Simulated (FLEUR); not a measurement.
# GdP: which magnetic order is lowest, part 2 of 2

Wanted: the moments of GdP and the energy of each order that was tried.

FLEUR MaX-R8.1; LDA (VWN) with U = 3.6 eV on Gd f; all-electron FLAPW, Dirac cores, scalar-relativistic bands.

So far, largest spin moment in the muffin-tin sphere (μB): step 2 (order 1, typed as ferro +) 7.03.

## Step 3: Order 2, typed as antiferro q=(0,0,1/2) +-

Reversing part of the moments tests the sign of the couplings between them.

This order needs a doubled cell of 4 atoms. The mesh is halved along the doubled vector, so that both cells sample the same points. The k list default-1 (kpts.xml, not shown) is a Γ-centred 8×8×4 mesh.

Contents of inp.xml:

```
<?xml version="1.0" encoding="UTF-8" standalone="no"?>
<fleurInput fleurInputVersion="0.39">
   <comment>
      GdP
   </comment>
   <calculationSetup>
      <cutoffs Kmax="3.6" Gmax="10.8" GmaxXC="10.8" numbands="0"/>
      <scfLoop itmax="130" minDistance="0.0001" maxIterBroyd="15" imix="Anderson" alpha="0.05" precondParam="0.0" spinf="2.0" sdNocoIR="T"/>
      <coreElectrons ctail="T" frcor="F" kcrel="0" coretail_lmax="0"/>
      <xcFunctional name="vwn" relativisticCorrections="F"/>
      <magnetism jspins="2"/>
      <soc l_soc="F" theta="0.0" phi="0.0" spav="F"/>
      <expertModes spex="0" secvar="F"/>
      <geometryOptimization l_f="F" forcealpha="1.0" forcemix="BFGS" epsdisp="0.00001" epsforce="0.00001"/>
      <ldaU l_linMix="F" mixParam="0.05" spinf="1.0"/>
   </calculationSetup>
   <cell>
      <bzIntegration valenceElectrons="46.0" mode="hist" fermiSmearingEnergy="0.00183747">
         <kPointListSelection listName="default-1"/>
         <xi:include xmlns:xi="http://www.w3.org/2001/XInclude" href="kpts.xml"> </xi:include>
      </bzIntegration>
      <xi:include xmlns:xi="http://www.w3.org/2001/XInclude" href="sym.xml"> </xi:include>
      <bulkLattice scale="1.0">
         <bravaisMatrix>
            <row-1>    0.0000000000000000     5.4233959069468174     5.4233959069468174</row-1>
            <row-2>    5.4233959069468174     0.0000000000000000     5.4233959069468174</row-2>
            <row-3>   10.8467918138936348    10.8467918138936348     0.0000000000000000</row-3>
         </bravaisMatrix>
      </bulkLattice>
   </cell>
   <atomSpecies>
      <species name="Gadolinium7.000" element="Gd" atomicNumber="64">
         <mtSphere radius="2.8" gridPoints="925" logIncrement="0.014"/>
         <atomicCutoffs lmax="10" lnonsphr="8"/>
         <electronConfig flipSpins="F">
            <coreConfig>(1s1/2) (2s1/2) (2p1/2) (2p3/2) (3s1/2) (3p1/2) (3p3/2) (4s1/2) (3d3/2) (3d5/2) (4p1/2) (4p3/2) (4d3/2) (4d5/2)</coreConfig>
            <valenceConfig>(5s1/2) (5p1/2) (5p3/2) (6s1/2) (4f5/2) (4f7/2) (5d3/2) (5d5/2)</valenceConfig>
            <stateOccupation state="(4f5/2)" spinUp="2.5" spinDown="0.5"/>
            <stateOccupation state="(4f7/2)" spinUp="4.0" spinDown="0.0"/>
            <stateOccupation state="(5d3/2)" spinUp="0.4" spinDown="0.0"/>
            <stateOccupation state="(5d5/2)" spinUp="0.6" spinDown="0.0"/>
         </electronConfig>
         <energyParameters s="6" p="6" d="5" f="4"/>
         <ldaU l="3" U="3.6" J="0.0" l_amf="F"/>
         <lo type="SCLO" l="0" n="5" eDeriv="0"/>
         <lo type="SCLO" l="1" n="5" eDeriv="0"/>
      </species>
      <species name="Gadolinium-7.000" element="Gd" atomicNumber="64">
         <mtSphere radius="2.8" gridPoints="925" logIncrement="0.014"/>
         <atomicCutoffs lmax="10" lnonsphr="8"/>
         <electronConfig flipSpins="F">
            <coreConfig>(1s1/2) (2s1/2) (2p1/2) (2p3/2) (3s1/2) (3p1/2) (3p3/2) (4s1/2) (3d3/2) (3d5/2) (4p1/2) (4p3/2) (4d3/2) (4d5/2)</coreConfig>
            <valenceConfig>(5s1/2) (5p1/2) (5p3/2) (6s1/2) (4f5/2) (4f7/2) (5d3/2) (5d5/2)</valenceConfig>
            <stateOccupation state="(4f5/2)" spinUp="0.5" spinDown="2.5"/>
            <stateOccupation state="(4f7/2)" spinUp="0.0" spinDown="4.0"/>
            <stateOccupation state="(5d3/2)" spinUp="0.0" spinDown="0.4"/>
            <stateOccupation state="(5d5/2)" spinUp="0.0" spinDown="0.6"/>
         </electronConfig>
         <energyParameters s="6" p="6" d="5" f="4"/>
         <ldaU l="3" U="3.6" J="0.0" l_amf="F"/>
         <lo type="SCLO" l="0" n="5" eDeriv="0"/>
         <lo type="SCLO" l="1" n="5" eDeriv="0"/>
      </species>
      <species name="Phosphorous (P)" element="P" atomicNumber="15">
         <mtSphere radius="2.09" gridPoints="691" logIncrement="0.017"/>
         <atomicCutoffs lmax="8" lnonsphr="6"/>
         <electronConfig flipSpins="F">
            <coreConfig>(1s1/2) (2s1/2) (2p1/2) (2p3/2)</coreConfig>
            <valenceConfig>(3s1/2) (3p1/2) (3p3/2)</valenceConfig>
            <stateOccupation state="(3p1/2)" spinUp="0.500000" spinDown="0.500000"/>
            <stateOccupation state="(3p3/2)" spinUp="1.000000" spinDown="1.000000"/>
         </electronConfig>
         <energyParameters s="3" p="3" d="3" f="4"/>
      </species>
   </atomSpecies>
   <atomGroups>
      <atomGroup species="Gadolinium7.000">
         <relPos label="                   1">.0000000000 .0000000000 .0000000000</relPos>
         <force calculate="T" relaxXYZ="TTT"/>
      </atomGroup>
      <atomGroup species="Gadolinium-7.000">
         <relPos label="                   2">.0000000000 .0000000000 1.000/2.000</relPos>
         <force calculate="T" relaxXYZ="TTT"/>
      </atomGroup>
      <atomGroup species="Phosphorous (P)">
         <relPos label="                   3">1.000/2.000 1.000/2.000 1.000/4.000</relPos>
         <relPos label="                   4">1.000/2.000 1.000/2.000 -1.000/4.000</relPos>
         <force calculate="T" relaxXYZ="TTT"/>
      </atomGroup>
   </atomGroups>
   <output dos="F" band="F" slice="F">
      <bandDOS minEnergy="-.5*Htr" maxEnergy="0.5*Htr" sigma="0.015" storeEVData="T"/>
      <plotting iplot="0" polar="F">
         <plot TwoD="T" vec1="  1.0  0.0  0.0" vec2="  0.0  1.0  0.0" vec3="  0.0  0.0  1.0" zero="  0.0  0.0  0.0" file="plot"/>
      </plotting>
      <moessbauerParams electricFieldGradient="F" isomerShift="F" coreHyperfine="F" valenceHyperfine="F"/>
   </output>
</fleurInput>
```

Contents of crystal.txt:

```
GdP
&input film=F cartesian=F /
0.00000000000  2.86993751970  2.86993751970
2.86993751970  0.00000000000  2.86993751970
5.73987503940  5.73987503940  0.00000000000
1.8897261246
1.0 1.0 1.0

4
64 0.00000000000  0.00000000000  0.00000000000 : 7.000
64 0.00000000000  0.00000000000  0.50000000000 : -7.000
15 0.50000000000  0.50000000000  0.25000000000
15 0.50000000000  0.50000000000  0.75000000000

&kpt div1=8 div2=8 div3=4 gamma=T /
```

Command:

```console
OMP_NUM_THREADS=1 inpgen -f crystal.txt > inpgen.log  # inp.xml is then edited as shown
OMP_NUM_THREADS=1 mpirun -n 4 fleur_MPI > fleur.log
```

Output:

```text
[banner, memory and clock lines left out]
Welcome to FLEUR        (www.flapw.de)
      MaX-Release 8.1          (www.max-centre.eu)

 ========== k-point set info ==========
 Selected k-point list: default-1
 k-point list type: mesh
 0 x 0 x 0
 Number of k points: 80

 ------------Calculation Setup---------------------------
 Number of PE/node        :            4
 Number of OMP-threads    :            1
 k-points in parallel     :            4
 pe's per k-point         :            1
 No of k-point loops      :           20
 Eigenvalue solver        :       lapack
 Number of basis functions:          545
 Approximate size of matrices (H+S) per k-point:         0.004 GB
 Iteration:     1   Distance:      22.02416038 me/bohr^3
 Iteration:     2   Distance:      21.10276881 me/bohr^3
 Iteration:     3   Distance:       8.14453706 me/bohr^3
 Iteration:     4   Distance:       7.43550494 me/bohr^3
 Iteration:     5   Distance:       2.06455767 me/bohr^3
 Iteration:     6   Distance:       0.71669977 me/bohr^3
 Iteration:     7   Distance:       0.38023198 me/bohr^3
 Iteration:     8   Distance:       0.13350099 me/bohr^3
 Iteration:     9   Distance:       0.11411491 me/bohr^3
 Iteration:    10   Distance:       0.01397721 me/bohr^3
 Iteration:    11   Distance:       0.00778909 me/bohr^3
 Iteration:    12   Distance:       0.00191250 me/bohr^3
 Iteration:    13   Distance:       0.00088942 me/bohr^3
 Iteration:    14   Distance:       0.00057761 me/bohr^3
 Iteration:    15   Distance:       0.00007906 me/bohr^3

 ********************************************************************
 Run finished successfully
 Stop message:
   all done
 ********************************************************************

--- out.xml (last complete iteration) ---
<iteration numberForCurrentRun="   15" overallNumber="   15">
         [... left out ...]
         <bandgap value="0.0024711789" units="eV"/>
         <sumValenceSingleParticleEnergies value="-8.3062765866" units="Htr"/>
         <FermiEnergy value="0.2703214640" units="Htr"/>
         <valenceDensity>
            <mtCharges spin="1">
               <mtCharge atomType="1" total="11.5445527" s="1.0812497" p="3.0091485" d="0.4771602" f="6.9729024"/>
               <mtCharge atomType="2" total="4.4893214" s="1.0701058" p="2.9820364" d="0.3754977" f="0.0576391"/>
               <mtCharge atomType="3" total="1.5290576" s="0.5929925" p="0.9242979" d="0.0106136" f="0.0009365"/>
            </mtCharges>
            <mtCharges spin="2">
               <mtCharge atomType="1" total="4.4893214" s="1.0701058" p="2.9820364" d="0.3754977" f="0.0576391"/>
               <mtCharge atomType="2" total="11.5445527" s="1.0812497" p="3.0091485" d="0.4771602" f="6.9729024"/>
               <mtCharge atomType="3" total="1.5290576" s="0.5929925" p="0.9242979" d="0.0106136" f="0.0009365"/>
            </mtCharges>
            <spinDependentCharge spin="1" total="23.0000000" interstitial="3.9080107" mtSpheres="19.0919893"/>
            <spinDependentCharge spin="2" total="23.0000000" interstitial="3.9080107" mtSpheres="19.0919893"/>
            <totalCharge value="46.0000000000"/>
         </valenceDensity>
         [... left out ...]
         <magneticMomentsInMTSpheres units="muBohr">
            <globalMagMoment atomType="1" vec="0.00000   0.00000   7.05523"/>
            <localMagMoment atomType="1" vec="0.00000   0.00000   7.05523"/>
            <globalMagMoment atomType="2" vec="0.00000   0.00000  -7.05523"/>
            <localMagMoment atomType="2" vec="0.00000   0.00000  -7.05523"/>
            <globalMagMoment atomType="3" vec="0.00000   0.00000   0.00000"/>
            <localMagMoment atomType="3" vec="0.00000   0.00000   0.00000"/>
         </magneticMomentsInMTSpheres>
         [... left out ...]
         <totalEnergy value="   -23228.3116786316" units="Htr">
            <sumOfEigenvalues value="   -14253.8840665853">
               <coreElectrons value="-14245.5777899988"/>
               <valenceElectrons value="-8.3062765866"/>
            </sumOfEigenvalues>
            <densityCoulombPotentialIntegral value="-38815.5375188933"/>
            <densityEffectivePotentialIntegral value="-39518.3646205113"/>
            <chargeDenXCDenIntegral value="-529.8422571836"/>
            <FockExchangeEnergyValence value="0.0000000000"/>
            <FockExchangeEnergyCore value="0.0000000000"/>
         [... left out ...]
            <dftUCorrection value="-0.9190140183"/>
            <tkbTimesEntropy value="0.0001489521"/>
            <freeEnergy value="-23228.3118275837"/>
            <extrapolationTo0K value="-23228.3117531077"/>
         </totalEnergy>
         [... left out ...]
         <ldaUDensityMatrixConvergence>
            <distance spin="1" distance="0.000005"/>
            <distance spin="2" distance="0.000005"/>
         </ldaUDensityMatrixConvergence>
         <densityConvergence units="me/bohr^3">
            <chargeDensity spin="1" distance="0.0000514423"/>
            <chargeDensity spin="2" distance="0.0000514357"/>
            <overallChargeDensity distance="0.0000658346"/>
            <spinDensity distance="0.0000790550"/>
         </densityConvergence>
      </iteration>
```

It took 74 s on 4 MPI ranks of Intel Xeon Platinum 8488C (Sapphire Rapids), shared host; peak memory 0.47 GiB; 4.9 min of CPU time.

Spin moment in the muffin-tin sphere by atom:

| atom | spin moment in the muffin-tin sphere (μB) |
| --- | --- |
| Gd1 | 7.06 |
| Gd2 | -7.06 |
| P3 | 0.00 |
| P4 | 0.00 |

Read from the output:

```yaml
free_energy: -632074.5650 eV
program_s_band_gap_on_this_mesh_in_a_metal_only_a_level_spacing: 0.002471 eV
magnetization: 0 μB
final_state: antiferromagnetic
```

It lies 3.76 meV a seeded atom under the first start, and its largest moment is 7.06 μB against 7.03 μB.

## Step 4: Start 3: antiferro q=(0,1/2,1/2) +-

An opposed order shows whether neighbours prefer unlike signs.

This order needs a doubled cell of 4 atoms. The mesh is halved along the doubled vector, so that both cells sample the same points. The k list default-1 (kpts.xml, not shown) is a Γ-centred 8×4×8 mesh.

Changes to inp.xml since step 3:

```diff
@@ -25,4 +25,4 @@
             <row-1>    0.0000000000000000     5.4233959069468174     5.4233959069468174</row-1>
-            <row-2>    5.4233959069468174     0.0000000000000000     5.4233959069468174</row-2>
-            <row-3>   10.8467918138936348    10.8467918138936348     0.0000000000000000</row-3>
+            <row-2>   10.8467918138936348     0.0000000000000000    10.8467918138936348</row-2>
+            <row-3>   10.8467918138936348     5.4233959069468174     5.4233959069468174</row-3>
          </bravaisMatrix>
@@ -81,3 +81,3 @@
       <atomGroup species="Gadolinium-7.000">
-         <relPos label="                   2">.0000000000 .0000000000 1.000/2.000</relPos>
+         <relPos label="                   2">.0000000000 1.000/2.000 .0000000000</relPos>
          <force calculate="T" relaxXYZ="TTT"/>
@@ -85,4 +85,7 @@
       <atomGroup species="Phosphorous (P)">
-         <relPos label="                   3">1.000/2.000 1.000/2.000 1.000/4.000</relPos>
-         <relPos label="                   4">1.000/2.000 1.000/2.000 -1.000/4.000</relPos>
+         <relPos label="                   3">1.000/2.000 .0000000000 1.000/2.000</relPos>
+         <force calculate="T" relaxXYZ="TTT"/>
+      </atomGroup>
+      <atomGroup species="Phosphorous (P)">
+         <relPos label="                   4">1.000/2.000 1.000/2.000 1.000/2.000</relPos>
          <force calculate="T" relaxXYZ="TTT"/>
```

Contents of crystal.txt:

```
GdP
&input film=F cartesian=F /
0.00000000000  2.86993751970  2.86993751970
5.73987503940  0.00000000000  5.73987503940
5.73987503940  2.86993751970  2.86993751970
1.8897261246
1.0 1.0 1.0

4
64 0.00000000000  0.00000000000  0.00000000000 : 7.000
64 0.00000000000  0.50000000000  0.00000000000 : -7.000
15 0.50000000000  0.00000000000  0.50000000000
15 0.50000000000  0.50000000000  0.50000000000

&kpt div1=8 div2=4 div3=8 gamma=T /
```

Output:

```text
[banner, memory and clock lines left out]
Welcome to FLEUR        (www.flapw.de)
      MaX-Release 8.1          (www.max-centre.eu)

 ========== k-point set info ==========
 Selected k-point list: default-1
 k-point list type: mesh
 0 x 0 x 0
 Number of k points: 80

 [... set-up left out ...]
 Iteration:     1   Distance:      21.97872261 me/bohr^3
 Iteration:     2   Distance:      21.05845245 me/bohr^3
 Iteration:     3   Distance:       8.16623259 me/bohr^3
 Iteration:     4   Distance:       7.49342713 me/bohr^3
 Iteration:     5   Distance:       2.09179105 me/bohr^3
[...]
[... left out ...]
            <freeEnergy value="-23228.3115862314"/>
            <extrapolationTo0K value="-23228.3115133841"/>
         </totalEnergy>
         [... left out ...]
         <ldaUDensityMatrixConvergence>
            <distance spin="1" distance="0.000001"/>
            <distance spin="2" distance="0.000001"/>
         </ldaUDensityMatrixConvergence>
         <densityConvergence units="me/bohr^3">
            <chargeDensity spin="1" distance="0.0000374841"/>
            <chargeDensity spin="2" distance="0.0000374839"/>
            <overallChargeDensity distance="0.0000614794"/>
            <spinDensity distance="0.0000429009"/>
         </densityConvergence>
      </iteration>
```

It took 90 s on 4 MPI ranks; peak memory 0.5 GiB; 6 min of CPU time.

Spin moment in the muffin-tin sphere by atom:

| atom | spin moment in the muffin-tin sphere (μB) |
| --- | --- |
| Gd1 | 7.04 |
| Gd2 | -7.04 |
| P3 | 0.03 |
| P4 | -0.03 |

Read from the output:

```
free energy                                                       : -632074.5584 eV
program's band gap on this mesh (in a metal only a level spacing) : 3.04e-8 eV
magnetization                                                     : 0 μB
final state                                                       : antiferromagnetic
```

It lies 0.477 meV a seeded atom under the first start, and its largest moment is 7.04 μB against 7.03 μB.

## Step 5: Ranking

Free energies are divided by the number of seeded atoms, so that cells of unlike size compare. Wavevectors q in the names are fractions of the primitive cell's reciprocal vectors.

Orders:

| start | final state | typed order kept | energy over the lowest (meV a seeded atom) | largest sphere moment (μB) | net moment (μB a primitive cell) | mesh matched | CPU time (s) |
| --- | --- | --- | --- | --- | --- | --- | --- |
| ferro + | ferromagnetic, with opposed induced moments | yes | 3.76 | 7.028 | 6.992 | yes | 44 |
| antiferro q=(0,0,1/2) +- | antiferromagnetic | yes | 0 | 7.055 | 0 | yes | 294 |
| antiferro q=(0,1/2,1/2) +- | antiferromagnetic | yes | 3.284 | 7.04 | 0 | yes | 358.6 |

## Step 6: What came out

```
lowest state found       : antiferromagnetic (typed antiferro q=(0,0,1/2) +-)
largest site spin moment : 7.06 μB
next finished state      : antiferromagnetic, 3.28 meV a seeded atom higher
```

**Reading.** The lowest state found is antiferromagnetic, reached from the start antiferro q=(0,0,1/2) +-, with moments up to 7.06 μB. The next finished state costs 3.3 meV a seeded atom. Only 3 starts were tried; other patterns of signs, canted and longer-period orders were not. The f shell is half filled, so the spin-only picture is fair.

[Logs and program files are shortened in this print: banners, set-up blocks, solver, clock and traceback lines can be left out without a mark of their own.]

[Logs are printed without paths, hosts, clocks, repeated set-up lines and the standing remarks that a program may print on its own settings, such as how far it seeks lower states.]

[Hosts, paths, dates, database ids (printed as entryN), source tags and the programs' standing remarks are cut or masked in the printed files.]

[Where a cell is said to come from a database of computed structures, the database is the Materials Project.]
